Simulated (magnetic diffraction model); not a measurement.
**HoHf3B2: the ordered moment from one line**

Space group P6/mmm (no. 191), a = 5.8850 Å, c = 3.2800 Å.

```
site  atom    x    y    z
  3g    Hf    0  1/2  1/2
  1a    Ho    0    0    0
  2c     B  2/3  1/3    0
```

This is a made-up structure (elements placed in a structure type, unrelaxed), so the numbers test the method and describe no known phase.

Only Ho is taken to order (form factors of Ho3+); orders and moment sizes are assumed, and not adapted to the symmetry. Radiation: neutrons of λ = 2.41 Å (absorption by B left out), 5° to 80°; isotropic B of 0.41 Å² (Hf), 0.42 Å² (Ho) and 0.72 Å² (B). Simulated constant-wavelength pattern: nuclear and magnetic terms add, the magnetic one as |2.695 fm × Σ f S⊥ exp(2πi Q·r) exp(−B s²)|², summed over all Q at one angle with the factor 1/(sin²θ cos θ). For collinear order S is the moment m, which repeats by lattice and centring translations R with the sign exp(−2πi k·R). Free-ion form factors, Sears's scattering lengths of 1992, no absorption; a label names one of the reflections at its angle. The strongest nuclear line in the range is 100, and lines under 0.2 are left out.

In a first state the assumed order is k = (1/2 0 1/2), collinear moments along [101], 6.8 μB on Ho, with this pattern:

```tsv
2θ (°)	index	nuclear	magnetic
25.23	(1/2 0 1/2)	0.0	57.3
27.35	(1 0 0)	8.7	0.0
31.93	(1/2 -1 1/2)	0.0	41.7
42.53	(1/2 1 1/2)	0.0	36.6
43.11	(0 0 1)	1.1	0.0
47.08	(3/2 0 1/2)	0.0	11.6
48.35	(1 1 0)	14.4	0.0
51.81	(1 0 1)	24.0	0.0
55.31	(3/2 -2 1/2)	0.0	25.4
56.44	(2 0 0)	63.5	0.0
66.33	(3/2 1 1/2)	0.0	11.5
66.75	(1 1 1)	100.0	0.0
68.61	(1/2 0 3/2)	0.0	7.7
69.78	(1/2 2 1/2)	0.0	13.1
72.01	(1/2 -1 3/2)	0.0	7.1
73.57	(2 0 1)	52.6	0.0
```
(The table stops after 16 lines; 4 more lie at higher angle.)

**Question.** Nearer the ordering temperature the line at 25.23° has total intensity 5.2 on the same scale, and all moments have shrunk alike. How large is the Ho moment?

The nuclear part, 0.0, stays, so the magnetic part is 5.2 against 57.3. It goes as m², so m = 6.8 × √(5.2/57.3) = 2.05 μB; the value used was 2.04 μB.

[Logs are printed without paths, hosts, clocks, repeated set-up lines and the standing remarks that a program may print on its own settings, such as how far it seeks lower states.]
